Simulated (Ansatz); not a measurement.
# Al2O2 monolayer in a perpendicular field, part 2 of 2

What dipole does a perpendicular field induce in the Al2O2 monolayer, and does the gap follow? A positive field points along +c.

Ansatz 0.2.0; plane-wave DFT, PBE-D3(BJ), Ansatz PAW.

So far. Step 2 (Relaxation): The lattice constant a goes from 2.964 to 2.952 Å.

## Step 3: Single point, field 0, start network

A sawtooth potential applies the field, turning back in the middle of the vacuum. With the dipole correction the typed value is the field outside the slab. The induced dipole is small, so the SCF threshold is tight.

The cell differs from the one that the last finished run ended in (c 39.171 → 21.940 Å).

Contents of input.yaml:

```yaml
crystal:
  lattice:
    - [2.9521763579, 0.0, 0.0]
    - [-1.4760881789, 2.5566597224, 0.0]
    - [0.0, 0.0, 21.9402163364]
  atoms:
    - { symbol: O, position: [0.3333333333, 0.6666666667, 0.4102056179] }
    - { symbol: Al, position: [0.0, 0.0, 0.4405817666] }
    - { symbol: Al, position: [0.0, 0.0, 0.5594182334] }
    - { symbol: O, position: [0.3333333333, 0.6666666667, 0.5897943821] }
kpoints:
  mp_grid: { grid: [18, 18, 1] }
  band_path:
    path: [[0, 0, 0], [0.5, 0, 0], [0.33333333, 0.33333333, 0], [0, 0, 0]]
    npoints: 16
hamiltonian:
  xc: pbe
  dispersion: d3bj
scf:
  occupations: { method: fermi_dirac, width: 0.02585 }
  convergence: { dr2_threshold: 1.0e-10 }
efield:
  axis: 3
  dipole_correction: true
  ramp_position: 0.97
  ramp_width: 0.06
  amplitude: 0
output:
  dos: { projected: true, e_range: [-6, 5] }
  write_potential: true
  write_density: true
  volumetric_format: npy
  elf: true
```

Started as:

```
$ ansatz run input.yaml --threads 2 --pin off --max-ram 3072MiB --backend cpu --events-out ev --progress --plain --runs-dir out
```

Numbers of over 12 decimals in the logs are rounded to 6 here.

Output:

```text
[...]
Crystal: 4 atoms, lattice volume = 165.598 Å³
Basis set: ecut = 420 eV, 3169 PW (Γ)
Bands: 13, of which v1, the nominal top of the filled ones, is band 9 counted from 1 (8 counted from 0)
Symmetry: 6 space group operations
k-points: 37 of 324 (time reversal used)
[...]
SCF iter   1: F=—  HF=-2214.522471 eV  |F-HF|=—  |Δ(HF+E_count)|=         —  Δρ=4.59e-3  dr2=7.72e-2  ethr=1.77e-3  p=0.000 e·Å  D=7.97e-14 V/Å  ΔV_dip=-0.00 eV  dr2_dipole=4.06e-9  V_vac-E_F(+/−)=5.13/5.13 eV  ⟨swp⟩=9.7  Hψ=4030  notcnv=0
efield: sawtooth ramp at fractional position 0.9700 (set: `efield.ramp_position`, or a place that a band, a saddle search or an elastic batch's reference lends), width 0.0600; the density the first Hamiltonian is built on has a dipole p = 0.000 e·Å; the dipole correction subtracts the counter field D = 7.97e-14 V/Å, which shifts the + side's vacuum level by -0.00 eV against the − side's; the planar-averaged density in the ramp window peaks in size at 3.4e-6 e/Å³
[...]
SCF iter   2: F=—  HF=-2214.510450 eV  |F-HF|=—  |Δ(HF+E_count)|=   1.20e-2  Δρ=4.11e-3  dr2=3.46e-2  ethr=4.29e-4  p=0.000 e·Å  D=4.71e-5 V/Å  ΔV_dip=-0.00 eV  dr2_dipole=2.76e-8  V_vac-E_F(+/−)=4.28/4.28 eV  ⟨swp⟩=3.0  Hψ=1280  notcnv=0
[...]
SCF iter  10: F=-2214.502153 eV  HF=-2214.502153 eV  |F-HF|=6.37e-12  |Δ(HF+E_count)|=  1.88e-10  Δρ=1.40e-7  dr2=1.88e-11  ethr=1.00e-12  p=-0.000 e·Å  D=-8.46e-8 V/Å  ΔV_dip=0.00 eV  dr2_dipole=1.52e-13  V_vac-E_F(+/−)=4.31/4.31 eV  ⟨swp⟩=2.5  Hψ=1805  notcnv=0
SCF 1 converged in 10 iterations: F = -2214.502153 eV  dr2 = 1.88e-11
[...]
NSCF: frozen V_eff on 49 k-points
efield: sawtooth ramp at fractional position 0.9700 (kept from the solve that this one continues, or follows in the run), width 0.0600; the density the first Hamiltonian is built on has a dipole p = -0.000 e·Å; the dipole correction subtracts the counter field D = -8.46e-8 V/Å, which shifts the + side's vacuum level by +0.00 eV against the − side's; the planar-averaged density in the ramp window peaks in size at 3.8e-6 e/Å³
[...]
SCF converged after 10 iterations
Free energy (F): -2214.502153 eV
[...]
Internal energy: -2214.502153 eV  (E = F + TS)
E sigma→0 (E₀):  -2214.502153 eV
Fermi energy:    -0.752739 eV
Dipole field:    D = 0.000000 V/Å  (p = 0.000000 e·Å, saw-weighted, corrected)
Work function:   Φ+ = 4.3125 eV   Φ− = 4.3124 eV
Levels:          The Fermi level and band energies are counted from a zero that moves with the ramp; work functions are not
[...]
--- Band table (eV; the first three rows and the last of 37) ---
  k-point 0: bands = [... 5 lower, -5.9287, -5.9082, -5.9082, -3.8230, 0.3801, 2.5273, 3.4003, 3.5469]
  k-point 1: bands = [... 5 lower, -6.0560, -5.9510, -5.9300, -3.7442, 0.5344, 2.6154, 3.4626, 3.6273]
  k-point 2: bands = [... 5 lower, -6.4318, -6.0141, -5.9917, -3.5606, 0.9456, 2.8575, 3.6439, 3.8622]
  k-point 36: bands = [... 5 lower, -8.4341, -5.9652, -5.5113, -1.3840, 0.0750, 2.9967, 4.4331, 7.0156]
```

Elapsed: 22 s, on 2 threads of Intel Xeon at 2.50GHz (Skylake/Cascade Lake), shared host; peak memory 0.42 GiB; 33 s of CPU time.

Reading the cycles: dr2 is the Hartree energy of the density residual (eV), the measure of convergence; HF is the Harris–Foulkes estimate of the energy, which meets the free energy F at convergence.

This step gave:

* gap on the k-mesh: 1.274 eV
* dipole along the normal: 4.51e-7 e·Å
* gap along the path: 1.274 eV
* smallest direct gap along the path: 1.459 eV
* ionisation energy, upper face: 4.944 eV
* electron affinity, upper face: 3.670 eV
* gap, the smaller of path and mesh: 1.274 eV

Running mean over a fixed 2.8 Å (it still follows the layers) of the planar mean; the ramp of the sawtooth is left out. The electron's electrostatic potential energy less the Fermi level by z:

```
z (Å)  electron's electrostatic potential energy less the Fermi level (eV)
  3.0                                                                 4.31
  3.5                                                                 4.31
  4.0                                                                 4.31
  4.5                                                                 4.31
  5.0                                                                 4.31
  5.5                                                                 4.31
  6.0                                                                 4.30
  6.5                                                                 4.25
  7.0                                                                 3.94
  7.5                                                                 2.22
  8.0                                                               -0.842
  8.5                                                                -3.28
  9.0                                                                -5.12
  9.5                                                                -5.90
 10.0                                                                -5.82
 10.5                                                                -4.88
 11.0                                                                -4.18
 11.5                                                                -5.02
 12.0                                                                -5.89
 12.5                                                                -5.85
 13.0                                                                -4.95
 13.5                                                                -3.02
 14.0                                                               -0.485
 14.5                                                                 2.54
 15.0                                                                 4.01
 15.5                                                                 4.26
 16.0                                                                 4.30
 16.5                                                                 4.31
 17.0                                                                 4.31
 17.5                                                                 4.31
 18.0                                                                 4.31
 18.5                                                                 4.31
 19.0                                                                 4.31
```

The density of states has structure finer than the step of the table below, so its rows give means over 0.25 eV, whole bins alone (the curve runs from -6 to 2.63 eV). Peaks (eV: height): -5.750: 7.35, -5.450: 6.37, -4.900: 5.04, -1.510: 1.99, 1.000: 1.84.

The density of states by energy, zero at the Fermi level of the run, which the smearing sets inside the gap; means over each step:

```
energy (eV)  density of states (states/eV a cell)
      -5.75                                  6.31
      -5.50                                  5.35
      -5.25                                  3.99
      -5.00                                  2.79
      -4.75                                  1.17
      -4.50                                     0
      -4.25                                     0
      -4.00                                     0
      -3.75                                     0
      -3.50                                     0
      -3.25                                     0
      -3.00                                 0.230
      -2.75                                 0.479
      -2.50                                 0.690
      -2.25                                 0.932
      -2.00                                  1.16
      -1.75                                  1.35
      -1.50                                  1.55
      -1.25                                 0.807
      -1.00                                 0.477
      -0.75                                 0.262
      -0.50                                5.0e-4
      -0.25                                     0
       0.00                                     0
       0.25                                     0
       0.50                                1.3e-5
       0.75                                 0.434
       1.00                                  1.07
       1.25                                 0.838
       1.50                                 0.688
       1.75                                 0.631
       2.00                                 0.589
       2.25                                 0.580
       2.50                                 0.573
```

Projected DOS per atom over height of the atomic layer and energy from the Fermi level. Layers: O Al Al O from below.

Ten even steps from '0' (0.00 states/eV) to '9' (2.41 states/eV), each cell a mean:
```
0000
0000
0000
0110
0110
0000
0000
0000
0000
0000
0220
1111
1001
0000
0000
0000
0000
0000
0000
5005
9009
9119
```
Columns: height of the atomic layer (Å) from 9 to 12.9 (not evenly spaced); rows upwards: energy from the Fermi level (eV) from -5.96 to 2.59.

Electronic bands along the path, in eV, zero at the Fermi level of the run, which the smearing sets inside the gap:

```
  point  band 6  band 7  band 8  band 9  band 10  band 11  band 12  band 13
      Γ   -5.18   -5.16   -5.16   -3.07     1.13     3.28     4.15     4.30
halfway   -5.53   -5.53   -5.50   -2.27     3.13     4.03     5.20     5.22
      M   -5.81   -5.54   -4.91   -1.50     0.64     3.91     6.47     6.51
halfway   -6.53   -5.39   -4.84   -1.19     0.92     4.57     5.18     7.07
      K   -7.68   -5.21   -4.76   -0.63     0.83     3.75     5.19     7.77
halfway   -5.88   -5.83   -5.38   -2.09     3.65     4.20     5.03     5.47
      Γ   -5.18   -5.16   -5.16   -3.07     1.13     3.28     4.15     4.30
```

Valence density in the ca plane at fractional y = 0.667, with atoms of O within 0.2 Å of it. It is the smooth field of the valence electrons, not physical close to the nuclei.

Ten steps, logarithmic in the rise over the least value, from '0' (0.0 e/Å³) to '9' (6.5 e/Å³), each cell a mean:
```
00000000000000000001223222222222221000000000
00000000000000000001122222222222221000000000
00000000000000000002344332222234442100000000
00000000000000000013677532112246774200000000
00000000000000000025899742111358996310000000
00000000000000000025899742111358996310000000
00000000000000000013687532112347875200000000
00000000000000000002344432222234542100000000
```
Columns run along c (16.0 Å, from fractional 0.06 to 0.79 of the cell), rows up along a (3.0 Å). Atoms in or near the plane, at fractional coordinates: O at (0.41, 0.33), O at (0.59, 0.33).

Electrostatic potential energy in the ca plane at fractional y = 0.667, with atoms of O within 0.2 Å of it. With pseudopotentials it is smooth inside the atoms' cores, unlike the true potential.

Values in eV, 5 rows by 16 columns, each cell a mean:
```
  4   4   4   4   4   4   3  -1 -13  -3  -6 -12   0   3   4   4
  4   4   4   4   4   4   3  -1  -9  -2  -4  -8   1   3   4   4
  4   4   4   4   4   4   4 -19 -17   1   0 -23 -12   4   4   4
  4   4   4   4   4   4   4 -25 -21   1   0 -28 -16   4   4   4
  4   4   4   4   4   4   3  -4  -8  -1  -2 -10  -1   4   4   4
```
Columns run along c (16.0 Å, from fractional 0.06 to 0.79 of the cell; values clipped at the 3rd and 97th percentile), rows up along a (3.0 Å). Atoms in or near the plane, at fractional coordinates: O at (0.41, 0.33), O at (0.59, 0.33).

ELF in the ca plane at fractional y = 0.667, with atoms of O within 0.2 Å of it. It is the smooth field of the valence electrons, not physical close to the nuclei.

Ten even steps from '0' (0.00) to '9' (0.84), each cell a mean:
```
00000000000000000000122225897312221000000000
00000000000000000000122126997312211000000000
00000000000000000024677533664347775310000000
00000000000000000257999842222369998631000000
00000000000000001369967851001378589852000000
00000000000000001379956851001378589852000000
00000000000000000258999842221379999631000000
00000000000000000024788633564347876310000000
```
Columns run along c (16.0 Å, from fractional 0.06 to 0.79 of the cell), rows up along a (3.0 Å). Atoms in or near the plane, at fractional coordinates: O at (0.41, 0.33), O at (0.59, 0.33).

The gap is 1.27 eV, with the valence edge 4.94 eV and the conduction edge 3.67 eV under the upper vacuum level.

## Step 4: Single point, field 0.1 V/Å

input.yaml: that of step 3 with these lines changed.

```diff
@@ -24,7 +24,6 @@
   dipole_correction: true
-  ramp_position: 0.97
-  ramp_width: 0.06
-  amplitude: 0
+  ramp_position: 0.9253
+  ramp_width: 0.1495
+  amplitude: 0.1
 output:
-  dos: { projected: true, e_range: [-6, 5] }
   write_potential: true
@@ -32,2 +31 @@
   volumetric_format: npy
-  elf: true
```

Output:

```text
[...]
Crystal: 4 atoms, lattice volume = 165.598 Å³
Basis set: ecut = 420 eV, 3169 PW (Γ)
Bands: 13, of which v1, the nominal top of the filled ones, is band 9 counted from 1 (8 counted from 0)
Symmetry: 6 space group operations
k-points: 37 of 324 (time reversal used)
[...]
--- Band table (eV; the first three rows and the last of 37) ---
  k-point 0: bands = [... 5 lower, -5.9527, -5.8851, -5.8851, -3.8234, 0.3783, 2.4980, 3.1922, 3.6633]
  k-point 1: bands = [... 5 lower, -6.0347, -5.9748, -5.9070, -3.7446, 0.5325, 2.5837, 3.2690, 3.7282]
  k-point 2: bands = [... 5 lower, -6.4117, -6.0375, -5.9692, -3.5609, 0.9434, 2.8198, 3.4903, 3.9194]
  k-point 36: bands = [... 5 lower, -8.4286, -5.9684, -5.5090, -1.3844, 0.0745, 2.9962, 4.4327, 7.0142]
[key lines of the parts left out:]
SCF converged after 13 iterations
Free energy (F): -2214.503149 eV
Fermi energy:    -0.753214 eV
Dipole field:    D = 0.021752 V/Å  (p = 0.019907 e·Å, saw-weighted, corrected)
```

Elapsed: 25 s, on 2 threads; peak memory 0.39 GiB; 37 s of CPU time.

The dipole is 0.0199 e·Å, and the gap 1.274 eV.

## Step 5: Atoms held, field -0.1 V/Å

input.yaml: that of step 4 with these lines changed.

```diff
@@ -26,3 +26,3 @@
   ramp_width: 0.1495
-  amplitude: 0.1
+  amplitude: -0.1
 output:
```

Output:

```text
[...]
Crystal: 4 atoms, lattice volume = 165.598 Å³
Basis set: ecut = 420 eV, 3169 PW (Γ)
Bands: 13, of which v1, the nominal top of the filled ones, is band 9 counted from 1 (8 counted from 0)
Symmetry: 6 space group operations
k-points: 37 of 324 (time reversal used)
[...]
--- Band table (eV; the first three rows and the last of 37) ---
  k-point 0: bands = [... 5 lower, -5.9526, -5.8849, -5.8849, -3.8232, 0.3784, 2.4982, 3.1922, 3.6632]
  k-point 1: bands = [... 5 lower, -6.0345, -5.9746, -5.9068, -3.7444, 0.5326, 2.5838, 3.2691, 3.7281]
  k-point 2: bands = [... 5 lower, -6.4115, -6.0373, -5.9690, -3.5607, 0.9435, 2.8199, 3.4903, 3.9193]
  k-point 36: bands = [... 5 lower, -8.4285, -5.9682, -5.5089, -1.3843, 0.0747, 2.9964, 4.4329, 7.0143]
[key lines of the parts left out:]
SCF converged after 13 iterations
Free energy (F): -2214.503149 eV
Fermi energy:    -0.753042 eV
Dipole field:    D = -0.021752 V/Å  (p = -0.019907 e·Å, saw-weighted, corrected)
```

The job ended after 23 s (2 threads; peak memory 0.39 GiB).

The dipole is -0.0199 e·Å, and the gap 1.274 eV.

## Step 6: Response, atoms held

This step: plane-wave DFT, PBE-D3(BJ), Ansatz PAW; response to a field along the normal, atoms held (Ansatz 0.2.0).

The dipoles give the slope, and the difference of two potentials shows where the field is screened.

This step gave:

```
equivalent conductor thickness p/(ε₀AE) : 4.773 Å
distance between the outer atoms        : 3.940 Å
```

Table of dipole of the cell by applied field:

```
applied field (V/Å)  dipole of the cell (e·Å)
            -0.1000                   -0.0199
             0.0000                    4.5e-7
             0.1000                    0.0199
```

Local field over the applied field, running mean. From the potentials at -0.1 and 0.1 V/Å; running mean over 2.5 Å. Local field over applied field against z:

```
z (Å)  local field over applied field
  4.5                           1.000
  5.0                           0.999
  5.5                           0.996
  6.0                           0.988
  6.5                           0.963
  7.0                           0.899
  7.5                           0.775
  8.0                           0.623
  8.5                           0.467
  9.0                           0.340
  9.5                           0.231
 10.0                           0.165
 10.5                           0.150
 11.0                           0.163
 11.5                           0.149
 12.0                           0.169
 12.5                           0.243
 13.0                           0.354
 13.5                           0.484
 14.0                           0.642
 14.5                           0.792
 15.0                           0.909
 15.5                           0.968
 16.0                           0.990
 16.5                           0.997
 17.0                           0.999
 17.5                           1.000
```

The induced electron density oscillates, so the rows of the table below give means over windows of 0.5 Å about each position, cut where the curve ends. Its maxima inside the range that stand out by 2 % of the span (Å: e/Å³ per V/Å): 8.34: 0.00382, 9.21: 0.00139, 10.53: 0.00211, 12.29: 0.00147, 13.02: -6.0e-4. Its minima: 8.92: 6.0e-4, 9.65: -0.00147, 11.41: -0.00211, 12.73: -0.00139, 13.60: -0.00382.

Electrons, planar mean, per unit field. Table of induced electron density by z; means over each step:

z (Å), induced electron density (e/Å³ per V/Å) and a bar from the least value:
```
      4.5    0.00000 ###############
      5.0    0.00000 ###############
      5.5    0.00002 ###############
      6.0    0.00005 ###############
      6.5    0.00017 ################
      7.0    0.00052 ##################
      7.5    0.00140 ######################
      8.0    0.00307 ##############################
      8.5    0.00286 #############################
      9.0    0.00102 ####################
      9.5   -0.00050 #############
     10.0   -0.00001 ###############
     10.5    0.00184 ########################
     11.0   -0.00015 ##############
     11.5   -0.00183 ######
     12.0    0.00032 #################
     12.5    0.00021 ################
     13.0   -0.00108 ##########
     13.5   -0.00313 
     14.0   -0.00285 #
     14.5   -0.00127 #########
     15.0   -0.00045 #############
     15.5   -0.00015 ##############
     16.0   -0.00005 ###############
     16.5   -0.00001 ###############
     17.0    0.00000 ###############
     17.5    0.00000 ###############
```

The smaller of the gaps on the path and on the k-mesh, counted as 0 under 0.03 eV. The gap stays at 1.27 eV for applied field from -0.1 to 0.1 V/Å.

By hand: between -0.1 and 0.1 V/Å the dipole changes by 0.03981 e·Å, a slope of 0.1991 e·Å²/V. A perfect conductor of thickness t has p = ε₀AEt, so t = 180.95 × 0.1991 / 7.548 = 4.77 Å (e/ε₀ = 180.95 V·Å, A in Å²).

The induced dipole is that of a conductor 4.77 Å thick.

## Step 7: Outcome

```yaml
gap_without_field: 1.27 eV
ionisation_energy_upper_face: 4.94 eV
electron_affinity_upper_face: 3.67 eV
equivalent_conductor_thickness_atoms_held: 4.77 Å
```

What this shows: The induced dipole equals that of a perfect conductor 4.77 Å thick, while the outer atoms lie 3.94 Å apart; an out-of-plane ε follows only once a thickness t is chosen, by 1 − 1/ε = 4.77 Å / t. The gap stays within 0.01 eV of 1.27 eV over the fields run, up to 0.1 V/Å in size. Semilocal functionals give gaps that are too small, and excitons are not included.

[Logs are printed without paths, hosts, clocks, repeated set-up lines and the standing remarks that a program may print on its own settings, such as how far it seeks lower states.]

[Hosts, paths, dates, database ids (printed as entryN), source tags and the programs' standing remarks are cut or masked in the printed files.]

[Maps of the electrostatic potential energy from Ansatz leave out the sawtooth potential of an applied field or a dipole correction, so their vacuum need not be flat; planar profiles and work functions include it.]

[The density of states shown here was stored with 400 of the rows of the run's finer table, so its peaks can read low, often by over a quarter, or be missed, and its means over a window can be off by a tenth or more.]
